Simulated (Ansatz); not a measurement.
# Y on Zr(0001): change of the work function, part 2 of 3

Aim: the work function of Zr(0001) at several coverages of Y (fcc site), and the dipole that each adsorbate carries.

Ansatz 0.2.0; plane-wave DFT, PBE, Ansatz PAW.

So far, work function, upper face (eV): step 2 (the clean slab) 4.17.

**3. Adsorbate added, k-mesh 4×4×1, coverage 0.111 ML**

System of this step: Y/Zr(0001). The cell holds 37 atoms: 36 Zr and 1 Y. Its edges and angles: a = 9.690 Å, b = 9.690 Å, c = 28.949 Å, α = 90.0°, β = 90.0°, γ = 60.0°. Vacuum lies along c.

The clean slab as it ended is repeated in the plane and the adsorbate is set on one face; the cell's size fixes the coverage, and the k-mesh shrinks with it to keep the sampling density about even. Adsorbate and upper layers relax, since the dipole depends on the height.

Contents of input.yaml:

```yaml
crystal:
  lattice:
    - [9.69, 0.0, 0.0]
    - [4.845, 8.3917861626, 0.0]
    - [0.0, 0.0, 28.9489988828]
  atoms:
    - { symbol: Zr, position: [0.2222222222, 0.2222222222, 0.3108915799] }
    - { symbol: Zr, position: [0.0, 0.0, 0.3997614925] }
    - { symbol: Zr, position: [0.2222222222, 0.2222222222, 0.4920708675] }
    - { symbol: Zr, position: [0.0, 0.0, 0.5763451211] }
    - { symbol: Zr, position: [0.2222222222, 0.5555555556, 0.3108915799] }
    - { symbol: Zr, position: [0.0, 0.3333333333, 0.3997614925] }
    - { symbol: Zr, position: [0.2222222222, 0.5555555556, 0.4920708675] }
    - { symbol: Zr, position: [0.0, 0.3333333333, 0.5763451211] }
    - { symbol: Zr, position: [0.2222222222, 0.8888888889, 0.3108915799] }
    - { symbol: Zr, position: [0.0, 0.6666666667, 0.3997614925] }
    - { symbol: Zr, position: [0.2222222222, 0.8888888889, 0.4920708675] }
    - { symbol: Zr, position: [0.0, 0.6666666667, 0.5763451211] }
    - { symbol: Zr, position: [0.5555555556, 0.2222222222, 0.3108915799] }
    - { symbol: Zr, position: [0.3333333333, 0.0, 0.3997614925] }
    - { symbol: Zr, position: [0.5555555556, 0.2222222222, 0.4920708675] }
    - { symbol: Zr, position: [0.3333333333, 0.0, 0.5763451211] }
    - { symbol: Zr, position: [0.5555555556, 0.5555555556, 0.3108915799] }
    - { symbol: Zr, position: [0.3333333333, 0.3333333333, 0.3997614925] }
    - { symbol: Zr, position: [0.5555555556, 0.5555555556, 0.4920708675] }
    - { symbol: Zr, position: [0.3333333333, 0.3333333333, 0.5763451211] }
    - { symbol: Zr, position: [0.5555555556, 0.8888888889, 0.3108915799] }
    - { symbol: Zr, position: [0.3333333333, 0.6666666667, 0.3997614925] }
    - { symbol: Zr, position: [0.5555555556, 0.8888888889, 0.4920708675] }
    - { symbol: Zr, position: [0.3333333333, 0.6666666667, 0.5763451211] }
    - { symbol: Zr, position: [0.8888888889, 0.2222222222, 0.3108915799] }
    - { symbol: Zr, position: [0.6666666667, 0.0, 0.3997614925] }
    - { symbol: Zr, position: [0.8888888889, 0.2222222222, 0.4920708675] }
    - { symbol: Zr, position: [0.6666666667, 0.0, 0.5763451211] }
    - { symbol: Zr, position: [0.8888888889, 0.5555555556, 0.3108915799] }
    - { symbol: Zr, position: [0.6666666667, 0.3333333333, 0.3997614925] }
    - { symbol: Zr, position: [0.8888888889, 0.5555555556, 0.4920708675] }
    - { symbol: Zr, position: [0.6666666667, 0.3333333333, 0.5763451211] }
    - { symbol: Zr, position: [0.8888888889, 0.8888888889, 0.3108915799] }
    - { symbol: Zr, position: [0.6666666667, 0.6666666667, 0.3997614925] }
    - { symbol: Zr, position: [0.8888888889, 0.8888888889, 0.4920708675] }
    - { symbol: Zr, position: [0.6666666667, 0.6666666667, 0.5763451211] }
    - { symbol: "Y", position: [0.1111111111, 0.1111111111, 0.6891084201] }
kpoints:
  mp_grid: { grid: [4, 4, 1] }
hamiltonian:
  xc: pbe
scf:
  occupations: { method: fermi_dirac, width: 0.1 }
  convergence: { dr2_threshold: 1.0e-08 }
efield:
  axis: 3
  dipole_correction: true
  ramp_position: 0.97
  ramp_width: 0.06
relax:
  f_tol: 0.02
  max_steps: 60
  constraints:
    - { sites: [0, 1, 4, 5, 8, 9, 12, 13, 16, 17, 20, 21, 24, 25, 28, 29, 32, 33] }
output:
  write_potential: true
  write_density: true
  volumetric_format: npy
```

Launch:

```bash
> ansatz run input.yaml --threads 4 --pin off --max-ram 16384MiB --backend cpu --events-out ev --progress --plain --runs-dir out
```

Standard output:

```text
[...]
Crystal: 37 atoms, lattice volume = 2354.029 Å³
Basis set: ecut = 420 eV, 45985 PW (Γ), exchange–correlation on 144×144×400 points (8 copies of the dense FFT grid, shifted against one another)
Bands: 266, of which v1, the nominal top of the filled ones, is band 222 counted from 1 (221 counted from 0)
Symmetry: 6 space group operations
[...]
k-points: 4 of 16 (time reversal used)
[...]
SCF iter   1: F=—  HF=-154449.712560 eV  |F-HF|=—  |Δ(HF+E_count)|=         —  Δρ=4.22e-3  dr2=3.26e0  ethr=1.77e-3  p=0.501 e·Å  D=3.85e-2 V/Å  ΔV_dip=-1.11 eV  dr2_dipole=4.38e-1  V_vac-E_F(+/−)=3.01/4.12 eV  ⟨swp⟩=10.0  Hψ=5433  notcnv=0
[...]
SCF iter  10: F=-154449.628431 eV  HF=-154449.628431 eV  |F-HF|=1.01e-8  |Δ(HF+E_count)|=   8.97e-8  Δρ=3.23e-7  dr2=6.02e-9  ethr=2.26e-12  p=0.542 e·Å  D=4.16e-2 V/Å  ΔV_dip=-1.21 eV  dr2_dipole=4.22e-11  V_vac-E_F(+/−)=2.97/4.18 eV  ⟨swp⟩=14.2  Hψ=9795  notcnv=0
SCF 1 converged in 10 iterations: F = -154449.628431 eV  dr2 = 6.02e-9
[...]
relax step   1: F+E_penalty+E_count = -154449.62843134 eV  Δ(F+E_penalty+E_count) = +0.000e0 eV  max|allowed force component| = 2.049e0 eV/Å  Δτ_max = 0.0000 Å  (10 SCF iters, accepted)
[...]
SCF iter   1: F=—  HF=-154450.209724 eV  |F-HF|=—  |Δ(HF+E_count)|=         —  Δρ=2.50e-3  dr2=1.43e0  ethr=2.73e-4  p=0.542 e·Å  D=4.16e-2 V/Å  ΔV_dip=-1.21 eV  dr2_dipole=2.65e-1  V_vac-E_F(+/−)=2.98/4.19 eV  ⟨swp⟩=1.2  Hψ=2981  notcnv=0
[...]
eigensolver tolerance schedule calibrated: the retry pair's looser diagonalisation under-reported the residual by θ = 0.15 (0.15/decade); ethr = c·dr2/N_el runs at the constant in force after the calibration composes with the one it found (an armed cap, an earlier calibration), c = 4.7e-2
[...]
SCF iter   2: F=—  HF=-154450.126093 eV  |F-HF|=—  |Δ(HF+E_count)|=   8.36e-2  Δρ=1.10e-3  dr2=1.27e-1  ethr=1.51e-4  p=0.543 e·Å  D=4.18e-2 V/Å  ΔV_dip=-1.21 eV  dr2_dipole=3.45e-3  V_vac-E_F(+/−)=2.97/4.18 eV  ⟨swp⟩=3.0  Hψ=1948  notcnv=0
[...]
SCF iter  10: F=-154450.116618 eV  HF=-154450.116618 eV  |F-HF|=1.83e-9  |Δ(HF+E_count)|=   3.46e-8  Δρ=1.31e-7  dr2=8.01e-10  ethr=1.06e-12  p=0.544 e·Å  D=4.18e-2 V/Å  ΔV_dip=-1.21 eV  dr2_dipole=4.68e-11  V_vac-E_F(+/−)=2.97/4.18 eV  ⟨swp⟩=14.2  Hψ=9408  notcnv=0
SCF 2 converged in 10 iterations: F = -154450.116618 eV  dr2 = 8.01e-10
[...]
relax step   2: F+E_penalty+E_count = -154450.11661800 eV  Δ(F+E_penalty+E_count) = -4.882e-1 eV  max|allowed force component| = 1.893e0 eV/Å  Δτ_max = 0.1948 Å  (10 SCF iters, accepted)
SCF iter   1: F=—  HF=-154450.560160 eV  |F-HF|=—  |Δ(HF+E_count)|=         —  Δρ=2.57e-3  dr2=2.19e0  ethr=2.61e-3  p=0.544 e·Å  D=4.18e-2 V/Å  ΔV_dip=-1.21 eV  dr2_dipole=6.77e-1  V_vac-E_F(+/−)=2.98/4.19 eV  ⟨swp⟩=4.8  Hψ=1819  notcnv=0
[...]
SCF iter   9: F=-154450.476614 eV  HF=-154450.476614 eV  |F-HF|=8.61e-9  |Δ(HF+E_count)|=   8.09e-8  Δρ=3.51e-7  dr2=7.56e-9  ethr=2.26e-12  p=0.518 e·Å  D=3.98e-2 V/Å  ΔV_dip=-1.15 eV  dr2_dipole=1.66e-10  V_vac-E_F(+/−)=3.03/4.18 eV  ⟨swp⟩=11.8  Hψ=10425  notcnv=0
SCF 3 converged in 9 iterations: F = -154450.476614 eV  dr2 = 7.56e-9
relax step   3: F+E_penalty+E_count = -154450.47661441 eV  Δ(F+E_penalty+E_count) = -3.600e-1 eV  max|allowed force component| = 1.350e0 eV/Å  Δτ_max = 0.1948 Å  (9 SCF iters, accepted)
[...]
relax step   4: F+E_penalty+E_count = -154450.69038812 eV  Δ(F+E_penalty+E_count) = -2.138e-1 eV  max|allowed force component| = 5.590e-1 eV/Å  Δτ_max = 0.1949 Å  (9 SCF iters, accepted)
[...]
relax step   5: F+E_penalty+E_count = -154450.80880615 eV  Δ(F+E_penalty+E_count) = -1.184e-1 eV  max|allowed force component| = 1.561e-1 eV/Å  Δτ_max = 0.2000 Å  (10 SCF iters, accepted)
[...]
relax step   6: F+E_penalty+E_count = -154450.81702943 eV  Δ(F+E_penalty+E_count) = -8.223e-3 eV  max|allowed force component| = 9.295e-2 eV/Å  Δτ_max = 0.0581 Å  (8 SCF iters, accepted)
[...]
relax step   7: F+E_penalty+E_count = -154450.82165064 eV  Δ(F+E_penalty+E_count) = -4.621e-3 eV  max|allowed force component| = 2.359e-2 eV/Å  Δτ_max = 0.0190 Å  (8 SCF iters, accepted)
SCF iter   1: F=—  HF=-154450.825406 eV  |F-HF|=—  |Δ(HF+E_count)|=         —  Δρ=2.63e-4  dr2=1.14e-2  ethr=2.38e-5  p=0.450 e·Å  D=3.46e-2 V/Å  ΔV_dip=-1.00 eV  dr2_dipole=2.32e-4  V_vac-E_F(+/−)=3.18/4.19 eV  ⟨swp⟩=2.0  Hψ=1537  notcnv=0
[...]
SCF iter   8: F=-154450.822516 eV  HF=-154450.822516 eV  |F-HF|=2.56e-9  |Δ(HF+E_count)|=   1.30e-8  Δρ=1.40e-7  dr2=1.27e-9  ethr=2.26e-12  p=0.451 e·Å  D=3.47e-2 V/Å  ΔV_dip=-1.00 eV  dr2_dipole=4.86e-12  V_vac-E_F(+/−)=3.18/4.19 eV  ⟨swp⟩=11.0  Hψ=6882  notcnv=0
SCF 8 converged in 8 iterations: F = -154450.822516 eV  dr2 = 1.27e-9
relax step   8: F+E_penalty+E_count = -154450.82251585 eV  Δ(F+E_penalty+E_count) = -8.652e-4 eV  max|allowed force component| = 5.601e-3 eV/Å  Δτ_max = 0.0076 Å  (8 SCF iters, accepted)
NSCF: frozen V_eff on 4 k-points
[...]
SCF converged after 8 iterations
Free energy (F): -154450.822516 eV
[...]
Internal energy: -154448.851880 eV  (E = F + TS)
E sigma→0 (E₀):  -154449.837198 eV
Entropy (-TS):   -1.970636 eV (-53.260 meV/atom)
Fermi energy:    2.885625 eV
Dipole field:    D = 0.034689 V/Å  (p = 0.451279 e·Å, saw-weighted, corrected)
Work function:   Φ+ = 3.1815 eV   Φ− = 4.1857 eV
[...]
--- Forces (eV/Å), atoms counted from 1 ---
  atom   1  Zr    -0.02133044    -0.01231513     0.40457209
  atom   2  Zr    -0.01561077    -0.00901288    -0.54412026
  atom   3  Zr    -0.00467139    -0.00269703     0.00560095
  atom   4  Zr    -0.00000717    -0.00000414    -0.00473024
  atom   5  Zr    -0.01614275     0.00932002     0.47377168
  atom   6  Zr     0.00000000     0.01802577    -0.54412026
  atom   7  Zr    -0.00101077     0.00058357     0.00190137
  atom   8  Zr    -0.00000000     0.00000828    -0.00473024
  atom   9  Zr     0.00000000     0.02463027     0.40457209
  atom  10  Zr     0.05682595    -0.03280848    -0.37471638
  atom  11  Zr     0.00000000     0.00539406     0.00560095
  atom  12  Zr     0.00050469    -0.00029139     0.00060336
  atom  13  Zr     0.00000000    -0.01864005     0.47377168
  atom  14  Zr     0.01561077    -0.00901288    -0.54412026
  atom  15  Zr     0.00000000    -0.00116714     0.00190137
  atom  16  Zr     0.00000717    -0.00000414    -0.00473024
  atom  17  Zr     0.01614275     0.00932002     0.47377168
  atom  18  Zr     0.06149246     0.03550269    -0.39243672
  atom  19  Zr     0.00101077     0.00058357     0.00190137
  atom  20  Zr     0.00000458     0.00000265    -0.00384223
  atom  21  Zr    -0.00790015     0.00456115     0.43438214
  atom  22  Zr     0.00000000    -0.07100538    -0.39243672
  atom  23  Zr    -0.00219531     0.00126747    -0.00158564
  atom  24  Zr    -0.00000000    -0.00000529    -0.00384223
  atom  25  Zr     0.02133044    -0.01231513     0.40457209
  atom  26  Zr    -0.00000000     0.06561696    -0.37471638
  atom  27  Zr     0.00467139    -0.00269703     0.00560095
  atom  28  Zr     0.00000000     0.00058277     0.00060336
  atom  29  Zr    -0.00000000    -0.00912230     0.43438214
  atom  30  Zr    -0.06149246     0.03550269    -0.39243672
  atom  31  Zr     0.00000000    -0.00253493    -0.00158564
  atom  32  Zr    -0.00000458     0.00000265    -0.00384223
  atom  33  Zr     0.00790015     0.00456115     0.43438214
  atom  34  Zr    -0.05682595    -0.03280848    -0.37471638
  atom  35  Zr     0.00219531     0.00126747    -0.00158564
  atom  36  Zr    -0.00050469    -0.00029139     0.00060336
  atom  37  Y      0.00000000    -0.00000000     0.00178728
  max |Σ_I F_I| component: 1.24e-5 eV/Å
--- Band table (eV) ---
  k-point 0: bands = [... 218 lower, 2.9829, 2.9829, 2.9889, 3.0134, 3.0134, 3.0198, 3.0206, 3.0207, ... 40 higher]
  k-point 1: bands = [... 218 lower, 2.7847, 2.8049, 2.8241, 2.8599, 2.9055, 2.9941, 2.9994, 3.0727, ... 40 higher]
  k-point 2: bands = [... 218 lower, 2.7743, 2.8246, 2.8798, 2.9043, 2.9178, 2.9221, 2.9483, 3.0081, ... 40 higher]
  k-point 3: bands = [... 218 lower, 2.7807, 2.8066, 2.8308, 2.8437, 2.8735, 2.8837, 2.9246, 3.0494, ... 40 higher]
--- Relaxed structure (8 steps of the walk, 8 accepted, 0 SCFs on fresh bases) ---
  F+E_penalty+E_count = -154450.82251585 eV   max|allowed force component| = 5.601e-3 eV/Å
  atoms:
    - { symbol: Zr, position: [0.222222, 0.222222, 0.310892] }
    - { symbol: Zr, position: [1.111110e-11, 1.111110e-11, 0.3997614925] }
    - { symbol: Zr, position: [0.224282, 0.224282, 0.489218] }
    - { symbol: Zr, position: [0.00174089, 0.00174089, 0.572623] }
    - { symbol: Zr, position: [0.222222, 0.555556, 0.310892] }
    - { symbol: Zr, position: [1.111111e-11, 0.333333, 0.3997614925] }
    - { symbol: Zr, position: [0.221568, 0.555883, 0.495197] }
    - { symbol: Zr, position: [0.00174089, 0.329852, 0.572623] }
    - { symbol: Zr, position: [0.222222, 0.888889, 0.310892] }
    - { symbol: Zr, position: [-2.222228e-11, 0.666667, 0.3997614925] }
    - { symbol: Zr, position: [0.224282, 0.884770, 0.489218] }
    - { symbol: Zr, position: [-0.00235148, 0.667842, 0.579254] }
    - { symbol: Zr, position: [0.555556, 0.222222, 0.310892] }
    - { symbol: Zr, position: [0.333333, 1.111110e-11, 0.3997614925] }
    - { symbol: Zr, position: [0.555883, 0.221568, 0.495197] }
    - { symbol: Zr, position: [0.329852, 0.00174089, 0.572623] }
    - { symbol: Zr, position: [0.555556, 0.555556, 0.310892] }
    - { symbol: Zr, position: [0.333333, 0.333333, 0.3997614925] }
    - { symbol: Zr, position: [0.555883, 0.555883, 0.495197] }
    - { symbol: Zr, position: [0.327341, 0.327341, 0.580452] }
    - { symbol: Zr, position: [0.555556, 0.888889, 0.310892] }
    - { symbol: Zr, position: [0.333333, 0.666667, 0.3997614925] }
    - { symbol: Zr, position: [0.561183, 0.886075, 0.490969] }
    - { symbol: Zr, position: [0.327341, 0.678652, 0.580452] }
    - { symbol: Zr, position: [0.888889, 0.222222, 0.310892] }
    - { symbol: Zr, position: [0.666667, -2.222223e-11, 0.3997614925] }
    - { symbol: Zr, position: [0.884770, 0.224282, 0.489218] }
    - { symbol: Zr, position: [0.667842, -0.00235148, 0.579254] }
    - { symbol: Zr, position: [0.888889, 0.555556, 0.310892] }
    - { symbol: Zr, position: [0.666667, 0.333333, 0.3997614925] }
    - { symbol: Zr, position: [0.886075, 0.561183, 0.490969] }
    - { symbol: Zr, position: [0.678652, 0.327341, 0.580452] }
    - { symbol: Zr, position: [0.888889, 0.888889, 0.310892] }
    - { symbol: Zr, position: [0.666667, 0.666667, 0.3997614925] }
    - { symbol: Zr, position: [0.886075, 0.886075, 0.490969] }
    - { symbol: Zr, position: [0.667842, 0.667842, 0.579254] }
    - { symbol: Y, position: [0.111111, 0.111111, 0.660299] }
```

Wall time 21 min (4 threads of Arm Neoverse V1, shared host); peak memory 10 GiB.

Relaxation path:

| step | energy less that of the first step (eV) | largest force component (eV/Å) |
| --- | --- | --- |
| 1 | 0.0000 | 2.0486 |
| 2 | -0.4882 | 1.8935 |
| 3 | -0.8482 | 1.3501 |
| 4 | -1.0620 | 0.5590 |
| 5 | -1.1804 | 0.1561 |
| 6 | -1.1886 | 0.0929 |
| 7 | -1.1932 | 0.0236 |
| 8 | -1.1941 | 0.0056 |

Forces are held to the 6 operations that the program found; a distortion that breaks them can't arise in this run.

The atoms that moved most (Å):

| atom | dx | dy | dz | length |
| --- | --- | --- | --- | --- |
| Y37 | 0.000 | 0.000 | -0.834 | 0.834 |
| Zr20 | -0.087 | -0.050 | 0.119 | 0.156 |
| Zr32 | 0.087 | -0.050 | 0.119 | 0.156 |
| Zr24 | 0.000 | 0.101 | 0.119 | 0.156 |
| Zr8 | 0.000 | -0.029 | -0.108 | 0.112 |
| Zr16 | -0.025 | 0.015 | -0.108 | 0.112 |
| Zr4 | 0.025 | 0.015 | -0.108 | 0.112 |
| Zr19 | 0.005 | 0.003 | 0.090 | 0.091 |

Final coordinates:

```xyz
37
Lattice="9.6900 0.0000 0.0000 4.8450 8.3918 0.0000 0.0000 0.0000 28.9490" Properties=species:S:1:pos:R:3
Zr    3.2300    1.8648    9.0000
Zr    0.0000    0.0000   11.5727
Zr    3.2599    1.8821   14.1624
Zr    0.0253    0.0146   16.5768
Zr    4.8450    4.6621    9.0000
Zr    1.6150    2.7973   11.5727
Zr    4.8402    4.6648   14.3354
Zr    1.6150    2.7680   16.5768
Zr    6.4600    7.4594    9.0000
Zr    3.2300    5.5945   11.5727
Zr    6.4600    7.4248   14.1624
Zr    3.2129    5.6044   16.7688
Zr    6.4600    1.8648    9.0000
Zr    3.2300    0.0000   11.5727
Zr    6.4600    1.8594   14.3354
Zr    3.2047    0.0146   16.5768
Zr    8.0750    4.6621    9.0000
Zr    4.8450    2.7973   11.5727
Zr    8.0798    4.6648   14.3354
Zr    4.7579    2.7470   16.8035
Zr    9.6900    7.4594    9.0000
Zr    6.4600    5.5945   11.5727
Zr    9.7309    7.4358   14.2130
Zr    6.4600    5.6951   16.8035
Zr    9.6900    1.8648    9.0000
Zr    6.4600    0.0000   11.5727
Zr    9.6601    1.8821   14.1624
Zr    6.4600   -0.0197   16.7688
Zr   11.3050    4.6621    9.0000
Zr    8.0750    2.7973   11.5727
Zr   11.3050    4.7093   14.2130
Zr    8.1621    2.7470   16.8035
Zr   12.9200    7.4594    9.0000
Zr    9.6900    5.5945   11.5727
Zr   12.8791    7.4358   14.2130
Zr    9.7071    5.6044   16.7688
Y     1.6150    0.9324   19.1150
```

Numbers from this step:

```
energy at zero smearing        : -154449.8372 eV
work function, upper face      : 3.181 eV
work function, lower face      : 4.186 eV
dipole along the normal        : 0.4513 e·Å
step between the vacuum levels : -1.004 eV
```

Running mean over 2.573 Å of the planar mean; the ramp of the sawtooth is left out. Electron's electrostatic potential energy less the Fermi level against z:

| z (Å) | electron's electrostatic potential energy less the Fermi level (eV) |
| --- | --- |
| 4 | 4.18 |
| 5 | 4.16 |
| 6 | 3.92 |
| 7 | 2.13 |
| 8 | -5.12 |
| 9 | -8.44 |
| 10 | -8.32 |
| 11 | -8.28 |
| 12 | -8.18 |
| 13 | -7.66 |
| 14 | -8.24 |
| 15 | -8.81 |
| 16 | -8.78 |
| 17 | -8.16 |
| 18 | -3.59 |
| 19 | 1.39 |
| 20 | 2.24 |
| 21 | 2.94 |
| 22 | 3.15 |
| 23 | 3.18 |
| 24 | 3.18 |
| 25 | 3.18 |

The relaxation took 8 steps and lowered the energy by 1.2 eV; the largest force on the free atoms ends at 0.0056 eV/Å.

The covered face has 3.18 eV, -0.98 eV against the clean one; the bare back face has moved by +0.01 eV, a measure of how thin the slab is.

[end of part 2 of 3]

[Long decimals in the printed logs are rounded to 6 places.]

[Logs are printed without paths, hosts, clocks, repeated set-up lines and the standing remarks that a program may print on its own settings, such as how far it seeks lower states.]

[Hosts, paths, dates, database ids (printed as entryN), source tags and the programs' standing remarks are cut or masked in the printed files.]

[Maps of the electrostatic potential energy from Ansatz leave out the sawtooth potential of an applied field or a dipole correction, so their vacuum need not be flat; planar profiles and work functions include it.]
